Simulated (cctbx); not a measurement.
# Lattice, Laue class and space group of a new crystal

Cell: a = 3.8860 Å, b = 3.8860 Å, c = 3.8860 Å, α = 90.00°, β = 90.00°, γ = 90.00°. Expected content of the cell: Zn1 Cr3 C1.

The data are simulated with cctbx, not measured: Mo Kα, λ = 0.71073 Å, to d = 0.6 Å, 70 % of the full sphere, strongest reflection 20000 counts, noise from counting, a 1.5 % proportional error and a noise floor of 2 counts (s.d.); no absorption.

Tests on the unmerged data give:

```text
784 reflections to d = 0.607 A
centring   violations  <I/sigma> of those
    A        164 of   387      4.1
    B        166 of   392      4.1
    C        172 of   389      4.1
    I        201 of   409     10.8
    R        295 of   518     12.3
    F        251 of   584      4.1
Laue class    unique    Rint  (classes that these axes allow; Friedel mates merged)
P -1              516   0.013
P 1 2/m 1         317   0.016
P 1 1 2/m         313   0.016
P 2/m 1 1         314   0.016
P m m m           197   0.017
P 4/m             163   0.019
P 4/m m m         112   0.019
R -3 :R           191   0.018
R -3 m :R         120   0.019
P m -3             68   0.020
P m -3 m           48   0.020
space group    extra absences  I>4sigma  <I/sigma>
P 4 3 2                 0          0         -  acentric
P -4 3 m                0          0         -  acentric
P m -3 m                0          0         -  centric
Wilson B = 1.56 A^2   <|E^2-1|> = 0.883 (0.968 centric, 0.736 acentric)   E^2>4: 0.0 %
shell (A)         n   <I/sigma>
 3.89 - 0.96     15     72.3
 0.96 - 0.76     11     51.6
 0.76 - 0.67     10     34.9
 0.67 - 0.61     12     35.2
```

**Question.** What are the lattice type, the Laue class and the likely space group?

Every centring test has many violations, so the lattice is primitive.

Rint stays low (0.013 to 0.020) up to P m -3 m, the highest class in these axes.

3 settings pass the absence test. No glide or screw absences show, which leaves P 4 3 2, P -4 3 m and P m -3 m.

⟨|E²−1|⟩ = 0.883 leans to a centrosymmetric structure. The Wilson B of 1.56 Å² means U ≈ 0.0198 Å².

The true group is Pm-3m (no. 221), Laue class m-3m, centrosymmetric. The tables only narrow the choice to the tied entries; cell content, site symmetry and trial solutions must settle it.

The model was made for the exercise: a known structure type with other elements put in, its volume estimated, not relaxed; displacement parameters are assumed.

[Logs are printed without paths, hosts, clocks, repeated set-up lines and the standing remarks that a program may print on its own settings, such as how far it seeks lower states.]
